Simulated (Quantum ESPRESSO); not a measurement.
# KNa (Pm-3m): phonons by linear response, part 2 of 3

How does KNa (Pm-3m) vibrate, and is this structure a minimum?

Quantum ESPRESSO 7.5; DFT LDA, scalar-relativistic, plane waves, PseudoDojo norm-conserving pseudopotentials.

So far. Step 2 (A first look): No gap opens on this mesh, so smearing is kept; the start stands at -0.38 GPa. Step 4 (Self-consistent run for the response): The cell stands at -0.001 GPa, close enough for phonons. The relaxed cell has a = 4.564 Å (conventional setting).

The structure was built from a prototype and need not be the compound's stable phase.

## 5. Phonons on a q mesh

Linear response treats each wavevector in the unit cell, with no supercell; the 2×2×2 mesh fixes the range of the force constants to be had.

The input, ph.in:

```
phonons
&inputph
   prefix = 'x'
   outdir = './tmp'
   fildyn = 'x.dyn'
   tr2_ph = 1.0d-18
   alpha_mix(1) = 0.4
   nmix_ph = 8
   ldisp = .true.
   nq1 = 2
   nq2 = 2
   nq3 = 2
/
```

Started as:

```sh
$ OMP_NUM_THREADS=1 mpirun -n 4 ph.x -nk 4 -in ph.in > ph.out
```

Numbers of over 12 decimals in the logs are rounded to 6 here.

Log:

```text
[banners, grids, parts of the stress and lines that vanish by symmetry left out]
[banner, memory and clock lines left out]
Program PHONON v.7.5

     ./tmp/x.save/

     IMPORTANT: XC functional enforced from input :
     Exchange-correlation= PW
                           (   1   4   0   0   0   0   0)
     Any further DFT definition will be discarded
     Please, verify this is what you really want

     G-vector sticks info

     Reading collected, re-writing distributed wavefunctions in ./tmp/

     Dynamical matrices for ( 2, 2, 2)  uniform grid of q-points
     (   4 q-points):
       N         xq(1)         xq(2)         xq(3)
       1   0.000000000   0.000000000   0.000000000
       2   0.000000000   0.000000000  -0.500000000
       3   0.000000000  -0.500000000  -0.500000000
       4  -0.500000000  -0.500000000  -0.500000000

     Number and degeneracy of irreps per q-point
       N         xq(1)         xq(2)         xq(3)   N irreps
       1   0.000000000   0.000000000   0.000000000       2
        3   3
       2   0.000000000   0.000000000  -0.500000000       4
        1   2   1   2
       3   0.000000000  -0.500000000  -0.500000000       4
        1   1   2   2
       4  -0.500000000  -0.500000000  -0.500000000       2
        3   3

     Calculation of q =    0.0000000   0.0000000   0.0000000

     phonons

     bravais-lattice index     =            1
     lattice parameter (alat)  =       8.6249  a.u.
     unit-cell volume          =     641.5995 (a.u.)^3
     number of atoms/cell      =            2
     number of atomic types    =            2
     kinetic-energy cut-off    =      88.0000  Ry
     charge density cut-off    =     352.0000  Ry
     convergence threshold     =      1.0E-18
     beta                      =       0.4000
     number of iterations used =            8
     Exchange-correlation= PW
                           (   1   4   0   0   0   0   0)

     celldm(1)=    8.62491  celldm(2)=    0.00000  celldm(3)=    0.00000
     celldm(4)=    0.00000  celldm(5)=    0.00000  celldm(6)=    0.00000

     crystal axes: (cart. coord. in units of alat)
               a(1) = (  1.0000  0.0000  0.0000 )
               a(2) = (  0.0000  1.0000  0.0000 )
               a(3) = (  0.0000  0.0000  1.0000 )

     reciprocal axes: (cart. coord. in units 2 pi/alat)
               b(1) = (  1.0000  0.0000  0.0000 )
               b(2) = (  0.0000  1.0000  0.0000 )
               b(3) = (  0.0000  0.0000  1.0000 )

     Atoms inside the unit cell:

     Cartesian axes

     site n.  atom      mass           positions (alat units)
        1  K      39.0983   tau(    1) = (    0.00000    0.00000    0.00000  )
        2  Na     22.9898   tau(    2) = (    0.50000    0.50000    0.50000  )

     Computing dynamical matrix for
                    q = (   0.0000000   0.0000000   0.0000000 )

     49 Sym.Ops. (with q -> -q+G )

     G cutoff =  663.2730  (  71591 G-vectors)     FFT grid: ( 54, 54, 54)

     number of k points=    35  Methfessel-Paxton smearing, width (Ry)=  0.0200

     PseudoPot. # 1 for K  read from file:
     ./pseudo/K.upf
     Pseudo is Norm-conserving + core correction, Zval =  9.0
     Using radial grid of 2170 points,  6 beta functions with:
                l(1) =   0
                l(2) =   0
                l(3) =   1
                l(4) =   1
                l(5) =   2
                l(6) =   2

     PseudoPot. # 2 for Na read from file:
     ./pseudo/Na.upf
     Pseudo is Norm-conserving, Zval =  9.0
     Using radial grid of 1968 points,  4 beta functions with:
                l(1) =   0
                l(2) =   0
                l(3) =   1
                l(4) =   1

     Mode symmetry, O_h (m-3m)  point group:

     Atomic displacements:
     There are    2 irreducible representations

     Representation     1      3 modes -  To be done

     Representation     2      3 modes -  To be done

     Alpha used in Ewald sum =   2.8000

     Representation #   1 modes #   1   2   3

     Self-consistent Calculation
      iter #   1   av.it.:   6.0
      thresh= 1.000E-02 alpha_mix =  0.400 |ddv_scf|^2 =  3.953E-07
      iter #   2   av.it.:  11.1
      thresh= 6.287E-05 alpha_mix =  0.400 |ddv_scf|^2 =  5.758E-08
      iter #   3   av.it.:  11.3
      thresh= 2.400E-05 alpha_mix =  0.400 |ddv_scf|^2 =  9.015E-10
      iter #   4   av.it.:  12.3
      thresh= 3.002E-06 alpha_mix =  0.400 |ddv_scf|^2 =  4.738E-11
      iter #   5   av.it.:  12.2
      thresh= 6.883E-07 alpha_mix =  0.400 |ddv_scf|^2 =  5.541E-13
      iter #   6   av.it.:  11.5
      thresh= 7.444E-08 alpha_mix =  0.400 |ddv_scf|^2 =  9.044E-14
      iter #   7   av.it.:  12.1
      thresh= 3.007E-08 alpha_mix =  0.400 |ddv_scf|^2 =  4.281E-16
      iter #   8   av.it.:  12.7
      thresh= 2.069E-09 alpha_mix =  0.400 |ddv_scf|^2 =  1.905E-18
      iter #   9   av.it.:  12.3
      thresh= 1.380E-10 alpha_mix =  0.400 |ddv_scf|^2 =  2.002E-19

     End of self-consistent calculation

     Convergence has been achieved

     Representation #   2 modes #   4   5   6

     Self-consistent Calculation
      iter #   1   av.it.:   5.0
      thresh= 1.000E-02 alpha_mix =  0.400 |ddv_scf|^2 =  2.627E-07
      iter #   2   av.it.:  10.7
      thresh= 5.125E-05 alpha_mix =  0.400 |ddv_scf|^2 =  8.231E-09
      iter #   3   av.it.:  10.8
      thresh= 9.072E-06 alpha_mix =  0.400 |ddv_scf|^2 =  3.140E-10
      iter #   4   av.it.:  12.2
      thresh= 1.772E-06 alpha_mix =  0.400 |ddv_scf|^2 =  2.927E-12
      iter #   5   av.it.:  11.9
      thresh= 1.711E-07 alpha_mix =  0.400 |ddv_scf|^2 =  1.546E-13
[...]
End of self-consistent calculation

     Convergence has been achieved

     Number of q in the star =    1
     List of q in the star:
          1   0.000000000   0.000000000   0.000000000

     Diagonalizing the dynamical matrix

     q = (    0.000000000   0.000000000   0.000000000 )

 **************************************************************************
     freq (    1) =       0.355728 [THz] =      11.865808 [cm-1]
     freq (    2) =       0.355728 [THz] =      11.865808 [cm-1]
     freq (    3) =       0.355728 [THz] =      11.865808 [cm-1]
     freq (    4) =       3.117077 [THz] =     103.974494 [cm-1]
     freq (    5) =       3.117077 [THz] =     103.974494 [cm-1]
     freq (    6) =       3.117077 [THz] =     103.974494 [cm-1]
 **************************************************************************

     Mode symmetry, O_h (m-3m)  point group:

     freq (   1-   3) =         11.9  [cm-1]   --> T_1u G_15  G_4- I
     freq (   4-   6) =        104.0  [cm-1]   --> T_1u G_15  G_4- I

     Calculation of q =    0.0000000   0.0000000  -0.5000000
     [... set-up and bands at k+q left out ...]

     Mode symmetry, D_4h(4/mmm) point group:

     Atomic displacements:
     There are    4 irreducible representations

     Representation     1      1 modes -  To be done

     Representation     2      2 modes -  To be done

     Representation     3      1 modes -  To be done

     Representation     4      2 modes -  To be done

     Message from routine init_vloc:
     Interpolation table for Vloc re-allocated

     Alpha used in Ewald sum =   2.8000

     Representation #   1 mode #   1

     Self-consistent Calculation

[...]
End of self-consistent calculation

     Convergence has been achieved

     Representation #   2 modes #   2   3

     Self-consistent Calculation

[...]
End of self-consistent calculation

     Convergence has been achieved

     Representation #   3 mode #   4

     Self-consistent Calculation

[...]
End of self-consistent calculation

     Convergence has been achieved

     Representation #   4 modes #   5   6

     Self-consistent Calculation

[...]
End of self-consistent calculation

     Convergence has been achieved

     Number of q in the star =    3
     List of q in the star:
          1   0.000000000   0.000000000  -0.500000000
          2   0.000000000  -0.500000000   0.000000000
          3  -0.500000000   0.000000000   0.000000000

     Diagonalizing the dynamical matrix

     q = (    0.000000000   0.000000000  -0.500000000 )

 **************************************************************************
     freq (    1) =       1.786472 [THz] =      59.590296 [cm-1]
     freq (    2) =       1.786472 [THz] =      59.590296 [cm-1]
     freq (    3) =       2.175953 [THz] =      72.581970 [cm-1]
     freq (    4) =       2.385808 [THz] =      79.582005 [cm-1]
     freq (    5) =       2.547537 [THz] =      84.976691 [cm-1]
     freq (    6) =       2.547537 [THz] =      84.976691 [cm-1]
 **************************************************************************

     Mode symmetry, D_4h(4/mmm) point group:

     freq (   1-   2) =         59.6  [cm-1]   --> E_u  X_5' M_5'
     freq (   3-   3) =         72.6  [cm-1]   --> A_1g X_1  M_1
     freq (   4-   4) =         79.6  [cm-1]   --> A_2u X_4' M_4'
     freq (   5-   6) =         85.0  [cm-1]   --> E_g  X_5  M_5

     Calculation of q =    0.0000000  -0.5000000  -0.5000000
     [... set-up and bands at k+q left out ...]

     Mode symmetry, D_4h(4/mmm) point group:

     Atomic displacements:
     There are    4 irreducible representations

     Representation     1      1 modes -  To be done

     Representation     2      1 modes -  To be done

     Representation     3      2 modes -  To be done

     Representation     4      2 modes -  To be done

     Alpha used in Ewald sum =   2.8000

     Representation #   1 mode #   1

     Self-consistent Calculation

[...]
End of self-consistent calculation

     Convergence has been achieved

     Representation #   2 mode #   2

     Self-consistent Calculation

[...]
End of self-consistent calculation

     Convergence has been achieved

     Representation #   3 modes #   3   4

     Self-consistent Calculation

[...]
End of self-consistent calculation

     Convergence has been achieved

     Representation #   4 modes #   5   6

     Self-consistent Calculation

[...]
End of self-consistent calculation

     Convergence has been achieved

     Number of q in the star =    3
     List of q in the star:
          1   0.000000000  -0.500000000  -0.500000000
          2  -0.500000000  -0.500000000   0.000000000
          3  -0.500000000   0.000000000  -0.500000000

     Diagonalizing the dynamical matrix

     q = (    0.000000000  -0.500000000  -0.500000000 )

 **************************************************************************
     freq (    1) =       0.578821 [THz] =      19.307383 [cm-1]
     freq (    2) =       0.578821 [THz] =      19.307383 [cm-1]
     freq (    3) =       1.652942 [THz] =      55.136223 [cm-1]
     freq (    4) =       2.643969 [THz] =      88.193299 [cm-1]
     freq (    5) =       3.181182 [THz] =     106.112803 [cm-1]
     freq (    6) =       3.181182 [THz] =     106.112803 [cm-1]
 **************************************************************************

     Mode symmetry, D_4h(4/mmm) point group:

     freq (   1-   2) =         19.3  [cm-1]   --> E_u  X_5' M_5'
     freq (   3-   3) =         55.1  [cm-1]   --> A_2u X_4' M_4'
     freq (   4-   4) =         88.2  [cm-1]   --> B_1u X_2' M_2'
     freq (   5-   6) =        106.1  [cm-1]   --> E_u  X_5' M_5'

     Calculation of q =   -0.5000000  -0.5000000  -0.5000000
     [... set-up and bands at k+q left out ...]

     Mode symmetry, O_h (m-3m)  point group:

     Atomic displacements:
     There are    2 irreducible representations

     Representation     1      3 modes -  To be done

     Representation     2      3 modes -  To be done

     Alpha used in Ewald sum =   2.8000

     Representation #   1 modes #   1   2   3

     Self-consistent Calculation

[...]
End of self-consistent calculation

     Convergence has been achieved

     Representation #   2 modes #   4   5   6

     Self-consistent Calculation

[...]
iter #   3   av.it.:  10.2
      thresh= 6.213E-06 alpha_mix =  0.400 |ddv_scf|^2 =  2.650E-10

      iter #   4   av.it.:  11.7
      thresh= 1.628E-06 alpha_mix =  0.400 |ddv_scf|^2 =  4.563E-12

      iter #   5   av.it.:  11.2
      thresh= 2.136E-07 alpha_mix =  0.400 |ddv_scf|^2 =  2.805E-14

      iter #   6   av.it.:  11.6
      thresh= 1.675E-08 alpha_mix =  0.400 |ddv_scf|^2 =  3.689E-15

      iter #   7   av.it.:  11.7
      thresh= 6.074E-09 alpha_mix =  0.400 |ddv_scf|^2 =  5.290E-18

      iter #   8   av.it.:  11.6
      thresh= 2.300E-10 alpha_mix =  0.400 |ddv_scf|^2 =  1.071E-18

      iter #   9   av.it.:  12.1
      thresh= 1.035E-10 alpha_mix =  0.400 |ddv_scf|^2 =  7.198E-21

     End of self-consistent calculation

     Convergence has been achieved

     Number of q in the star =    1
     List of q in the star:
          1  -0.500000000  -0.500000000  -0.500000000

     Diagonalizing the dynamical matrix

     q = (   -0.500000000  -0.500000000  -0.500000000 )

 **************************************************************************
     freq (    1) =       2.242487 [THz] =      74.801320 [cm-1]
     freq (    2) =       2.242487 [THz] =      74.801320 [cm-1]
     freq (    3) =       2.242487 [THz] =      74.801320 [cm-1]
     freq (    4) =       2.521979 [THz] =      84.124163 [cm-1]
     freq (    5) =       2.521979 [THz] =      84.124163 [cm-1]
     freq (    6) =       2.521979 [THz] =      84.124163 [cm-1]
 **************************************************************************

     Mode symmetry, O_h (m-3m)  point group:

     freq (   1-   3) =         74.8  [cm-1]   --> T_2g G_25' G_5+
     freq (   4-   6) =         84.1  [cm-1]   --> T_1u G_15  G_4-


[key lines of the parts left out:]
the Fermi energy is     2.1780 ev
```

Elapsed: 23 min, on 4 MPI ranks of Arm Neoverse V2, shared host; 1.5 h of CPU time.

This step gave:

```yaml
largest_acoustic_frequency_at_the_zone_centre_before_the_sum_rule: 11.87 cm⁻¹
highest_optical_zone_centre_mode_no_lo_to_term: 104.0 cm⁻¹
lowest_optical_zone_centre_mode: 104.0 cm⁻¹
lowest_mode_on_the_q_mesh_acoustic_ones_at_the_zone_centre_apart: 19.31 cm⁻¹
```

Frequencies (cm⁻¹) at each irreducible wavevector; negative means imaginary. Frequencies by wavevector:

| q (fractions) | star | mode 1 | mode 2 | mode 3 | mode 4 | mode 5 | mode 6 |
| --- | --- | --- | --- | --- | --- | --- | --- |
| 0 0 0 | 1 | 11.87 | 11.87 | 11.87 | 104 | 104 | 104 |
| 0 0 -0.5 | 3 | 59.59 | 59.59 | 72.58 | 79.58 | 84.98 | 84.98 |
| 0 -0.5 -0.5 | 3 | 19.31 | 19.31 | 55.14 | 88.19 | 106.1 | 106.1 |
| -0.5 -0.5 -0.5 | 1 | 74.8 | 74.8 | 74.8 | 84.12 | 84.12 | 84.12 |

The acoustic modes at Γ come out as far as 11.9 cm⁻¹ from zero, where they should vanish, a sizeable error of basis and grid.

## 6. Fourier transform to real space

The dynamical matrices of the mesh are Fourier-transformed to force constants in real space.

The input, q2r.in:

```
&input
   fildyn = 'x.dyn'
   zasr = 'crystal'
   flfrc = 'x.fc'
/
```

Started as:

```sh
$ q2r.x < q2r.in > q2r.out
```

Log:

```text
[banners, grids, parts of the stress and lines that vanish by symmetry left out]
[banner, memory and clock lines left out]
Program Q2R v.7.5

  reading grid info from file x.dyn0

  reading force constants from file x.dyn1
  Dielectric Tensor not found
  nqs=            1
 q=   0.00000000  0.00000000  0.00000000
  reading force constants from file x.dyn2
  nqs=            3
 q=   0.00000000  0.00000000 -0.50000000
[...]
reading force constants from file x.dyn3
  nqs=            3
[...]
q=  -0.50000000  0.00000000 -0.50000000
  reading force constants from file x.dyn4
  nqs=            1
 q=  -0.50000000 -0.50000000 -0.50000000

      q-space grid ok, #points =    8

      fft-check success (sum of imaginary terms < 10^-12)
```

Elapsed: 0.45 s, on 1 thread.

## 7. Dispersion

From the force constants any wavevector is cheap; points of the mesh come back as solved, but for the sum rule and, in polar crystals, the LO-TO term at Γ; the rest is interpolation.

The input, matdyn.in:

```
&input
   asr = 'crystal'
   flfrc = 'x.fc'
   flfrq = 'x.freq'
   flvec = 'x.modes'
   q_in_band_form = .true.
   q_in_cryst_coord = .true.
/
8
  0.0000000   0.0000000   0.0000000  12  ! GAMMA
  0.0000000   0.5000000   0.0000000  12  ! X
  0.5000000   0.5000000   0.0000000  12  ! M
  0.0000000   0.0000000   0.0000000  12  ! GAMMA
  0.5000000   0.5000000   0.5000000  12  ! R
  0.0000000   0.5000000   0.0000000   1  ! X
  0.5000000   0.5000000   0.5000000  12  ! R
  0.5000000   0.5000000   0.0000000   1  ! M
```

Started as:

```sh
$ matdyn.x -in matdyn.in > matdyn.out
```

Log:

```text
[banner, memory and clock lines left out]
Program MATDYN v.7.5

 mass for atomic type   1 not given; uses mass from file x.fc
 mass for atomic type   2 not given; uses mass from file x.fc
 Norm of the difference between old and new effective charges:    0.000000

 Norm of the difference between old and new force-constants:   0.00033857

     Message from routine matdyn:
     Z* not found in file x.fc, TO-LO splitting at q=0 will be absent!
     Message from routine matdyn:
     Z* not found in file x.fc, TO-LO splitting at q=0 will be absent!

Note: The following floating-point exceptions are signalling: IEEE_UNDERFLOW_FLAG
```

Run time: 0.45 s. Hardware: 1 thread.

Read from the output:

* lowest frequency on the path: 0 cm⁻¹
* mean frequency: 70.7 cm⁻¹
* Debye temperature (second moment): 140 K
* logarithmic mean frequency: 64.7 cm⁻¹

Matdyn.x, sum rule crystal. Phonon branches along the path, in cm⁻¹:

| point | branch 1 | branch 2 | branch 3 | branch 4 | branch 5 | branch 6 |
| --- | --- | --- | --- | --- | --- | --- |
| Γ | 0 | 0 | 0 | 104 | 104 | 104 |
| halfway | 37 | 37 | 44 | 96 | 97 | 97 |
| X | 60 | 60 | 73 | 80 | 85 | 85 |
| halfway | 36 | 50 | 57 | 87 | 94 | 101 |
| M | 19 | 19 | 55 | 88 | 106 | 106 |
| halfway | 17 | 47 | 71 | 78 | 93 | 104 |
| Γ | 0 | 0 | 0 | 104 | 104 | 104 |
| halfway | 43 | 43 | 60 | 88 | 97 | 97 |
| R | 75 | 75 | 75 | 84 | 84 | 84 |
| halfway | 37 | 52 | 71 | 80 | 95 | 102 |
| X | 60 | 60 | 73 | 80 | 85 | 85 |
| jump to R | 75 | 75 | 75 | 84 | 84 | 84 |
| halfway | 47 | 47 | 71 | 82 | 100 | 100 |
| M | 19 | 19 | 55 | 88 | 106 | 106 |

The phonon branches as a text plot (rows in cm⁻¹):

```
    104 |**         ******************              *         ***
     99 |  *       ***    *   ***   * **          ** **     **
     95 |   **    *          * *        ******   ***** *
     91 |     *  * *       ** *      *    **  * *     * *  *
     86 |     ************* *           *   ****       ****   ***
     82 |      ** *          *        **        **  **** *****
     77 |        *                              ****    *  *
     73 |       **                            **   **    ** **
     69 |      *  *                    *    ***      * *
     64 |                   **        *    *    *     *    *  *
     60 |     ******                    *   **   *    ****     *
     55 |        * *********              **     **  *  *       *
     51 |    **   *         * *      *   **       ***  *    *
     46 |                                                    *
     42 |   **     **     *  * *        *          *
     38 |   *        *                 *            * *
     33 |           *    *    *     *                *        *
     29 |  *         *          *     *
     24 |  *          * *      *                               *
     20 |             *******   *  * *                          *
     15 | *                  *   *  *
     11 | *                   ** *
      7 |*                      *  *
      2 |                        **
         Γ      X      M          Γ            R        X|R     M
```

Lowest modes at the softest wavevector of the mesh; phase exp(i q.(R + tau)). The modes at q = (0.000, 0.500, 0.500) (shares of kinetic energy by element, %):

```
mode  frequency (cm⁻¹)  K %  Na %
   1              19.3   44    56
   2              19.3   44    56
   3              55.1  100     0
   4              88.2    0   100
   5             106.1   56    44
   6             106.1   56    44
```

Displacements in mode 1 (19.3 cm⁻¹), the largest set to 1, in the home cell:
```
K1   0.00 -0.68  0.00
Na2  0.00  0.00 -1.00
```

Displacements in mode 5 (106.1 cm⁻¹), the largest set to 1, in the home cell:
```
K1   0.00  0.87  0.00
Na2  0.00  0.00 -1.00
```

Force constants by pair (phonopy on the run's constants); pairs near half the supercell's span include their periodic images. Pair force constants, by row:

```csv
atom,neighbour,distance (Å),third of the trace (eV/Å²),along the pair's line (eV/Å²)
K1,itself,0,0.7279,–
K1,Na,3.953,-0.0714,-0.2203
K1,K,4.564,-0.0713,-0.2206
K1,K,6.455,0.0221,0.0301
Na2,itself,0,0.5297,–
Na2,K,3.953,-0.0714,-0.2203
Na2,Na,4.564,0.018,0.0827
Na2,Na,6.455,-0.0026,-0.0074
```

Harmonic mean-square displacement, third of the trace. Mean-square displacements:

| T (K) | K1 U_eq (Å²) | Na2 U_eq (Å²) |
| --- | --- | --- |
| 0 | 0.00803 | 0.01199 |
| 100 | 0.02977 | 0.04037 |
| 300 | 0.08659 | 0.1165 |
| 600 | 0.1727 | 0.2322 |

Mode patterns, pair constants, displacements and means over the zone were worked out by phonopy from the force constants of q2r.x.

All branches are real along the path.

[end of part 2 of 3]

[Host names and launcher messages were left out of these logs when they were recorded.]

[Logs are printed without paths, hosts, clocks, repeated set-up lines and the standing remarks that a program may print on its own settings, such as how far it seeks lower states.]

[Hosts, paths, dates, database ids (printed as entryN), source tags and the programs' standing remarks are cut or masked in the printed files.]
